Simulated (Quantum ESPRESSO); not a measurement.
# SiC (Moissanite 3C): zone-centre phonons, part 2 of 2

Which modes does SiC (Moissanite 3C) have at the zone centre?

Quantum ESPRESSO 7.5; DFT LDA, scalar-relativistic, plane waves, PseudoDojo norm-conserving pseudopotentials.

So far. Step 2 (A first look): A gap of 1.3 eV opens on this mesh, so the crystal is taken as an insulator; the start stands at -4.9 GPa. Step 4 (Ground state): The cell stands at 0.0060 GPa, close enough for phonons. The relaxed cell has a = 4.326 Å (conventional setting).

## (5) Zone-centre response

At q = 0 one unit cell holds all displacements; symmetry groups them into irreducible representations that are solved one by one. The response to a field gives ε∞ and the Born charges, which polar modes need.

File ph.in:

```
phonons
 &inputph
    prefix='x',
    outdir='./tmp',
    fildyn='g.dyn',
    tr2_ph=1.0d-18,
    epsil=.true.,
 /
0.000000000000 0.000000000000 0.000000000000
```

Run with:

```console
> OMP_NUM_THREADS=1 mpirun -n 4 ph.x -nk 4 -in ph.in > ph.out
```

Output:

```text
[banners, grids, parts of the stress and lines that vanish by symmetry left out]
[banner, memory and clock lines left out]
Program PHONON v.7.5

     ./tmp/x.save/

     IMPORTANT: XC functional enforced from input :
     Exchange-correlation= PW
                           (   1   4   0   0   0   0   0)
     Any further DFT definition will be discarded
     Please, verify this is what you really want

     G-vector sticks info

     Reading collected, re-writing distributed wavefunctions in ./tmp/

     Number and degeneracy of irreps per q-point
       N         xq(1)         xq(2)         xq(3)   N irreps
       1   0.000000000   0.000000000   0.000000000       2
        3   3

     Calculation of q =    0.0000000   0.0000000   0.0000000

     phonons

     bravais-lattice index     =            0
     lattice parameter (alat)  =       5.7799  a.u.
     unit-cell volume          =     136.5386 (a.u.)^3
     number of atoms/cell      =            2
     number of atomic types    =            2
     kinetic-energy cut-off    =      90.0000  Ry
     charge density cut-off    =     360.0000  Ry
     convergence threshold     =      1.0E-18
     beta                      =       0.7000
     number of iterations used =            4
     Exchange-correlation= PW
                           (   1   4   0   0   0   0   0)

     celldm(1)=    5.77994  celldm(2)=    0.00000  celldm(3)=    0.00000
     celldm(4)=    0.00000  celldm(5)=    0.00000  celldm(6)=    0.00000

     crystal axes: (cart. coord. in units of alat)
               a(1) = ( -0.7071  0.0000  0.7071 )
               a(2) = (  0.0000  0.7071  0.7071 )
               a(3) = ( -0.7071  0.7071  0.0000 )

     reciprocal axes: (cart. coord. in units 2 pi/alat)
               b(1) = ( -0.7071 -0.7071  0.7071 )
               b(2) = (  0.7071  0.7071  0.7071 )
               b(3) = ( -0.7071  0.7071 -0.7071 )

     Atoms inside the unit cell:

     Cartesian axes

     site n.  atom      mass           positions (alat units)
        1  Si     28.0850   tau(    1) = (    0.00000    0.00000    0.00000  )
        2  C      12.0110   tau(    2) = (   -0.35355    0.35355    0.35355  )

     Computing dynamical matrix for
                    q = (   0.0000000   0.0000000   0.0000000 )

     25 Sym.Ops. (with q -> -q+G )

     G cutoff =  304.6420  (  15665 G-vectors)     FFT grid: ( 36, 36, 36)
     number of k points=    72
                       cart. coord. in units 2pi/alat
        k(    1) = (   0.0000000   0.0000000   0.0000000), wk =   0.0011574
        k(    2) = (  -0.0589256   0.0589256  -0.0589256), wk =   0.0092593
        k(    3) = (  -0.1178511   0.1178511  -0.1178511), wk =   0.0092593
        [... further k-points left out ...]

     PseudoPot. # 1 for Si read from file:
     ./pseudo/Si.upf
     Pseudo is Norm-conserving + core correction, Zval =  4.0
     Using radial grid of 1510 points,  6 beta functions with:
                l(1) =   0
                l(2) =   0
                l(3) =   1
                l(4) =   1
                l(5) =   2
                l(6) =   2

     PseudoPot. # 2 for C  read from file:
     ./pseudo/C.upf
     Pseudo is Norm-conserving + core correction, Zval =  4.0
     Using radial grid of 1234 points,  4 beta functions with:
                l(1) =   0
                l(2) =   0
                l(3) =   1
                l(4) =   1

     Mode symmetry, T_d (-43m)  point group:

     Electric field:
     Dielectric constant
     Born effective charges as d Force / d E

     Atomic displacements:
     There are    2 irreducible representations

     Representation     1      3 modes -  To be done

     Representation     2      3 modes -  To be done

     Alpha used in Ewald sum =   2.8000

     Electric Fields Calculation

      iter #   1   av.it.:   6.8
      thresh= 1.000E-02 alpha_mix =  0.700 |ddv_scf|^2 =  7.689E-08

      iter #   2   av.it.:  11.5
      thresh= 2.773E-05 alpha_mix =  0.700 |ddv_scf|^2 =  7.599E-10

      iter #   3   av.it.:  11.8
      thresh= 2.757E-06 alpha_mix =  0.700 |ddv_scf|^2 =  4.045E-11

      iter #   4   av.it.:  11.9
      thresh= 6.360E-07 alpha_mix =  0.700 |ddv_scf|^2 =  2.774E-13

      iter #   5   av.it.:  11.2
      thresh= 5.267E-08 alpha_mix =  0.700 |ddv_scf|^2 =  3.791E-15

      iter #   6   av.it.:  11.1
      thresh= 6.157E-09 alpha_mix =  0.700 |ddv_scf|^2 =  5.979E-17

      iter #   7   av.it.:  11.7
      thresh= 7.732E-10 alpha_mix =  0.700 |ddv_scf|^2 =  1.743E-20

     End of electric fields calculation

          Dielectric constant in cartesian axis

          (       6.878850855      -0.000000000      -0.000000000 )
          (       0.000000000       6.878850855       0.000000000 )
          (      -0.000000000      -0.000000000       6.878850855 )

          Effective charges (d Force / dE) in cartesian axis without acoustic sum rule applied (asr)

           atom    1  Si    Mean Z*:        2.72195
      Ex  (        2.72195        0.00000        0.00000 )
      Ey  (        0.00000        2.72195       -0.00000 )
      Ez  (        0.00000       -0.00000        2.72195 )
           atom    2  C     Mean Z*:       -2.72347
      Ex  (       -2.72347        0.00000       -0.00000 )
      Ey  (        0.00000       -2.72347       -0.00000 )
      Ez  (       -0.00000       -0.00000       -2.72347 )

          Effective charges Sum: Mean:       -0.00151
             -0.00151        0.00000       -0.00000
              0.00000       -0.00151       -0.00000
             -0.00000       -0.00000       -0.00151

          Effective charges (d Force / dE) in cartesian axis with asr applied:
           atom    1  Si    Mean Z*:        2.72271
      E*x (        2.72271       -0.00000        0.00000 )
      E*y (       -0.00000        2.72271        0.00000 )
      E*z (        0.00000        0.00000        2.72271 )
           atom    2  C     Mean Z*:       -2.72271
      E*x (       -2.72271        0.00000       -0.00000 )
      E*y (        0.00000       -2.72271       -0.00000 )
      E*z (       -0.00000       -0.00000       -2.72271 )

     Representation #   1 modes #   1   2   3

     Self-consistent Calculation

      iter #   1   av.it.:   7.3
      thresh= 1.000E-02 alpha_mix =  0.700 |ddv_scf|^2 =  2.144E-07

      iter #   2   av.it.:  11.8
      thresh= 4.631E-05 alpha_mix =  0.700 |ddv_scf|^2 =  2.194E-09

      iter #   3   av.it.:  12.0
      thresh= 4.684E-06 alpha_mix =  0.700 |ddv_scf|^2 =  4.774E-11

      iter #   4   av.it.:  12.1
      thresh= 6.909E-07 alpha_mix =  0.700 |ddv_scf|^2 =  2.469E-13

      iter #   5   av.it.:  11.6
      thresh= 4.969E-08 alpha_mix =  0.700 |ddv_scf|^2 =  5.016E-15

      iter #   6   av.it.:  11.8
      thresh= 7.083E-09 alpha_mix =  0.700 |ddv_scf|^2 =  2.769E-17

      iter #   7   av.it.:  11.7
      thresh= 5.262E-10 alpha_mix =  0.700 |ddv_scf|^2 =  1.653E-19

     End of self-consistent calculation

     Convergence has been achieved

     Representation #   2 modes #   4   5   6

     Self-consistent Calculation

      iter #   1   av.it.:   5.9
      thresh= 1.000E-02 alpha_mix =  0.700 |ddv_scf|^2 =  6.230E-09

      iter #   2   av.it.:  11.8
      thresh= 7.893E-06 alpha_mix =  0.700 |ddv_scf|^2 =  2.873E-10

      iter #   3   av.it.:  11.7
      thresh= 1.695E-06 alpha_mix =  0.700 |ddv_scf|^2 =  1.031E-11

      iter #   4   av.it.:  11.9
      thresh= 3.212E-07 alpha_mix =  0.700 |ddv_scf|^2 =  6.694E-14

      iter #   5   av.it.:  12.0
      thresh= 2.587E-08 alpha_mix =  0.700 |ddv_scf|^2 =  1.741E-15

      iter #   6   av.it.:  12.2
      thresh= 4.172E-09 alpha_mix =  0.700 |ddv_scf|^2 =  5.129E-18

      iter #   7   av.it.:  11.8
      thresh= 2.265E-10 alpha_mix =  0.700 |ddv_scf|^2 =  1.599E-19

     End of self-consistent calculation

     Convergence has been achieved

     Number of q in the star =    1
     List of q in the star:
          1   0.000000000   0.000000000   0.000000000

          Dielectric constant in cartesian axis

          (       6.878850855      -0.000000000      -0.000000000 )
          (       0.000000000       6.878850855       0.000000000 )
          (      -0.000000000      -0.000000000       6.878850855 )

          Effective charges (d Force / dE) in cartesian axis without acoustic sum rule applied (asr)

           atom    1  Si    Mean Z*:        2.72195
      Ex  (        2.72195        0.00000        0.00000 )
      Ey  (        0.00000        2.72195       -0.00000 )
      Ez  (        0.00000       -0.00000        2.72195 )
           atom    2  C     Mean Z*:       -2.72347
      Ex  (       -2.72347        0.00000       -0.00000 )
      Ey  (        0.00000       -2.72347       -0.00000 )
      Ez  (       -0.00000       -0.00000       -2.72347 )

          Effective charges Sum: Mean:       -0.00151
             -0.00151        0.00000       -0.00000
              0.00000       -0.00151       -0.00000
             -0.00000       -0.00000       -0.00151

          Effective charges (d Force / dE) in cartesian axis with asr applied:
           atom    1  Si    Mean Z*:        2.72271
      E*x (        2.72271       -0.00000        0.00000 )
      E*y (       -0.00000        2.72271        0.00000 )
      E*z (        0.00000        0.00000        2.72271 )
           atom    2  C     Mean Z*:       -2.72271
      E*x (       -2.72271        0.00000       -0.00000 )
      E*y (        0.00000       -2.72271       -0.00000 )
      E*z (       -0.00000       -0.00000       -2.72271 )

     Diagonalizing the dynamical matrix

     q = (    0.000000000   0.000000000   0.000000000 )

 **************************************************************************
     freq (    1) =      -0.028412 [THz] =      -0.947737 [cm-1]
     freq (    2) =      -0.028412 [THz] =      -0.947737 [cm-1]
     freq (    3) =      -0.028412 [THz] =      -0.947737 [cm-1]
     freq (    4) =      23.926420 [THz] =     798.099477 [cm-1]
     freq (    5) =      23.926420 [THz] =     798.099477 [cm-1]
     freq (    6) =      23.926420 [THz] =     798.099477 [cm-1]
 **************************************************************************

     Mode symmetry, T_d (-43m)  point group:

     freq (   1-   3) =         -0.9  [cm-1]   --> T_2  G_15 P_4   I+R
     freq (   4-   6) =        798.1  [cm-1]   --> T_2  G_15 P_4   I+R
```

Run time: 62 s. Hardware: 4 MPI ranks of Arm Neoverse V1, shared host; 4.1 min of CPU time.

Read from the output:

| Item | Value |
| --- | --- |
| miss of the charge sum rule | 0.001520 e |
| largest acoustic frequency at the zone centre before the sum rule | -0.95 cm⁻¹ |
| highest optical zone-centre mode (no LO-TO term) | 798.1 cm⁻¹ |
| lowest optical zone-centre mode | 798.1 cm⁻¹ |
| mean high-frequency dielectric constant | 6.879 |
| largest Born charge in size (third of the trace) | 2.724 e |

Born charge (rows field, columns displacement), before the sum rule (e), principal values of the symmetric part by kind of site:

```csv
atom,atoms with these values,low,middle,high,mean
Si1,1,2.72,2.72,2.72,2.72
C2,1,-2.72,-2.72,-2.72,-2.72
```

In full for Si1:

```
2.72 0.00 0.00
0.00 2.72 0.00
0.00 0.00 2.72
```

High-frequency dielectric tensor:

```
6.88 0.00 0.00
0.00 6.88 0.00
0.00 0.00 6.88
```

The acoustic modes at Γ come out as far as 0.9 cm⁻¹ from zero, where they should vanish, a small numerical error; the Born charges miss their sum rule by 0.0015 e, which is good.

## (6) Modes with the sum rule

A rigid shift of the crystal must cost nothing, but grids and finite bases break this; the acoustic sum rule is imposed before the matrix is diagonalised again. With Born charges the intensities follow, and the static dielectric tensor.

File dynmat.in:

```
 &input
    fildyn='g.dyn',
    asr='simple',
    fileig='dynmat.eig',
    lperm=.true.,
 /
```

Run with:

```console
> dynmat.x -in dynmat.in > dynmat.out
```

Output:

```text
[banner, memory and clock lines left out]
Program DYNMAT v.7.5

     Reading Dynamical Matrix from file g.dyn
     ...Force constants read
     ...epsilon and Z* read
     A direction for q was not specified:TO-LO splitting will be absent

     Polarizability (A^3 units)
     multiply by 0.337882 for Clausius-Mossotti correction
         9.465455    0.000000   -0.000000
        -0.000000    9.465455   -0.000000
        -0.000000    0.000000    9.465455

     IR activities are in (D/A)^2/amu units

# mode   [cm-1]    [THz]      IR
    1      0.00    0.0000    0.0000
    2      0.00    0.0000    0.0000
    3      0.00    0.0000    0.0000
    4    798.10   23.9265   20.3291
    5    798.10   23.9265   20.3291
    6    798.10   23.9265   20.3291

Electronic dielectric permittivity tensor (relative, adimensional)
         6.878851    0.000000   -0.000000
        -0.000000    6.878851   -0.000000
        -0.000000    0.000000    6.878851

 ... with zone-center polar mode contributions
        10.243174    0.000000    0.000000
         0.000000   10.243174    0.000000
         0.000000    0.000000   10.243174
```

It took 0.45 s on 1 thread.

Numbers from this step:

- mean static dielectric constant: 10.24

Unit eigenvectors of the mass-weighted matrix after the sum rule; no LO-TO term. Modes at Γ, with each element's share of the kinetic energy:

```csv
mode,frequency (cm⁻¹),symmetry,Si %,C %
1,0.0,acoustic,70,30
2,0.0,acoustic,70,30
3,0.0,acoustic,70,30
4,798.1,T2,30,70
5,798.1,T2,30,70
6,798.1,T2,30,70
```

Displacements in mode 4 (798.1 cm⁻¹), the largest set to 1:
```
Si1  0.00 -0.43  0.00
C2   0.00  1.00  0.00
```

Degenerate modes summed, no LO-TO term. Infrared lines, with heights relative to the strongest:

```csv
position (cm⁻¹),lines merged,label,"IR intensity, relative"
798,3,T2,100
```

Static dielectric tensor (ions relaxed, fixed cell):

```
10.24  0.00  0.00
 0.00 10.24  0.00
 0.00  0.00 10.24
```

The rule moves no optical mode by more than 0.1 cm⁻¹.

## (7) Modes along a direction of q (1 0 0)

A longitudinal polar mode sets up a macroscopic field that stiffens it; the term hangs on the direction from which q goes to zero.

File dynmat.in:

```
 &input
    fildyn='g.dyn',
    asr='simple',
    fileig='dynmat.eig',
    q(1)=1.0,
    q(2)=0.0,
    q(3)=0.0,
 /
```

Run with:

```console
> dynmat.x -in dynmat.in > dynmat.out
```

Output:

```text
[banner, memory and clock lines left out]
Program DYNMAT v.7.5

     Reading Dynamical Matrix from file g.dyn
     ...Force constants read
     ...epsilon and Z* read

     Polarizability (A^3 units)
     multiply by 0.337882 for Clausius-Mossotti correction
         9.465455    0.000000   -0.000000
        -0.000000    9.465455   -0.000000
        -0.000000    0.000000    9.465455

     IR activities are in (D/A)^2/amu units

# mode   [cm-1]    [THz]      IR
    1     -0.00   -0.0000    0.0000
    2      0.00    0.0000    0.0000
    3      0.00    0.0000    0.0000
    4    798.10   23.9265   20.3291
    5    798.10   23.9265   20.3291
    6    973.91   29.1970   20.3291
```

It took 0.45 s on 1 thread.

Numbers from this step:

* highest mode moved by the LO-TO term: 973.9 cm⁻¹

Zone-centre frequencies as printed; negative means imaginary. Modes:

```csv
mode,frequency (cm⁻¹)
1,0
2,0
3,0
4,798.1
5,798.1
6,973.9
```

The field moves one mode, from 798 to 974 cm⁻¹; the others stay.

## (8) Outcome

```
space group after relaxation                                           : F-43m
volume per atom                                                        : 10.1 Å³
gap on the k-mesh                                                      : 1.31 eV
highest optical zone-centre mode (no LO-TO term)                       : 798.1 cm⁻¹
highest mode moved by the LO-TO term                                   : 973.9 cm⁻¹
mean high-frequency dielectric constant                                : 6.88
largest Born charge in size (third of the trace)                       : 2.72 e
mean static dielectric constant                                        : 10.2
imaginary optical modes at the zone centre (no q mesh in this session) : none
```

At the LDA level the optical modes of SiC (Moissanite 3C) at the zone centre (no LO-TO term) lie at 798 cm⁻¹. Along the directions run, the highest mode that the macroscopic field moves lies at 974 cm⁻¹. Lattice motion raises the mean dielectric constant from 6.879 to 10.24. The Lyddane-Sachs-Teller relation holds: (ωLO/ωTO)² is 1.49 and ε₀/ε∞ is 1.49. These are harmonic frequencies at zero temperature: anharmonic shifts and linewidths and thermal expansion are left out.

Calculation against experiment:

```
                                       quantity  measured  LDA PseudoDojo norm-conserving, Quantum ESPRESSO
                         lattice constant a (Å)     4.357                                    4.326 (-0.7 %)
                        ε∞ (mean of the tensor)      6.49                                     6.88 (+6.0 %)
Raman mode, TO, upper component of the … (cm⁻¹)     794.3                                      798 (+0.5 %)
              infrared mode, TO at Gamma (cm⁻¹)     797.5                                      798 (+0.1 %)
```

Measured values from arxiv:1210.3244 (2012), arxiv:astro-ph/9903031 (1999), pmc:10585298 (2023) and arxiv:0803.1210 (2008).

**Verdict.** The lattice constant a is off by -0.7 %: fair agreement. The ε∞ is off by +6.0 %: good agreement. The Raman mode is off by +0.5 %: good agreement. The infrared mode is off by +0.1 %: good agreement. The grades are ours: good and fair within 0.7 and 1.5 % for the lattice constant a, 7 and 18 % for the ε∞, 3 and 7 % for the Raman mode and 3 and 7 % for the infrared mode. Zero-point motion and thermal expansion (measured at up to 292 K) are not in the computed lattice constants, Raman mode and infrared mode.

[Host names and launcher messages were left out of these logs when they were recorded.]

[Logs are printed without paths, hosts, clocks, repeated set-up lines and the standing remarks that a program may print on its own settings, such as how far it seeks lower states.]

[Hosts, paths, dates, database ids (printed as entryN), source tags and the programs' standing remarks are cut or masked in the printed files.]
